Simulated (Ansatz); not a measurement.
An input for Ansatz 0.2.0 (MgAl2C2 (P-3m1)):

```yaml
crystal:
  lattice:
    - [3.377, 0.0, 0.0]
    - [-1.6885, 2.9245677886, 0.0]
    - [0.0, 0.0, 5.817]
  atoms:
    - { symbol: Mg, position: [0.0, 0.0, 0.0] }
    - { symbol: Al, position: [0.3333333333, 0.6666666667, 0.3506950892] }
    - { symbol: Al, position: [0.6666666667, 0.3333333333, 0.6493049108] }
    - { symbol: C, position: [0.3333333333, 0.6666666667, 0.7289915423] }
    - { symbol: C, position: [0.6666666667, 0.3333333333, 0.2710084577] }
kpoints:
  mp_grid: { grid: [6, 6, 4] }
hamiltonian:
  xc: r2scan
scf:
  occupations: { method: fixed }
gw:
  n_empty_bands: 171
  ecut_chi: 120
  qp_bands: [v2, c2]
  qp_kpoints: band_edges
  screening: { model: contour_deformation }
```

```sh
ansatz run input.yaml --threads 2 --pin off --max-ram 92160MiB --backend cuda --events-out ev --progress --plain --runs-dir out --devices 1 --max-vram 13GiB  # rebuilt from the run's record
```

Question: How long will it take on 1 × NVIDIA H100 80GB HBM3 (shared by 6 runs) with 2 threads of AMD EPYC 7R13 (Zen 3), shared host, and how much memory?

It took 20 s; on shared hardware allow 9.8 s to 39 s. Peak host memory was 1.4 GiB. The sizes that set the cost: 1485 plane waves a state, 24 irreducible k points, 183 bands summed, 149 plane waves in the screening and 7 SCF cycles.

The screening grows as filled bands × empty bands × pairs of k points, times the square of the screening basis for the matrix.

[Paths, hosts, dates, memory and timing lines, banners, echoed tables and standing remarks are left out of the program output.]

[Logs are printed without paths, hosts, clocks, repeated set-up lines and the standing remarks that a program may print on its own settings, such as how far it seeks lower states.]

[Runs of the session that timed out or met a known fault of the program may be left out.]

[Cells called generated may have been cut or substituted from an entry of the Crystallography Open Database or the Materials Project.]

[Hosts, paths, dates, database ids (printed as entryN), source tags and the programs' standing remarks are cut or masked in the printed files.]
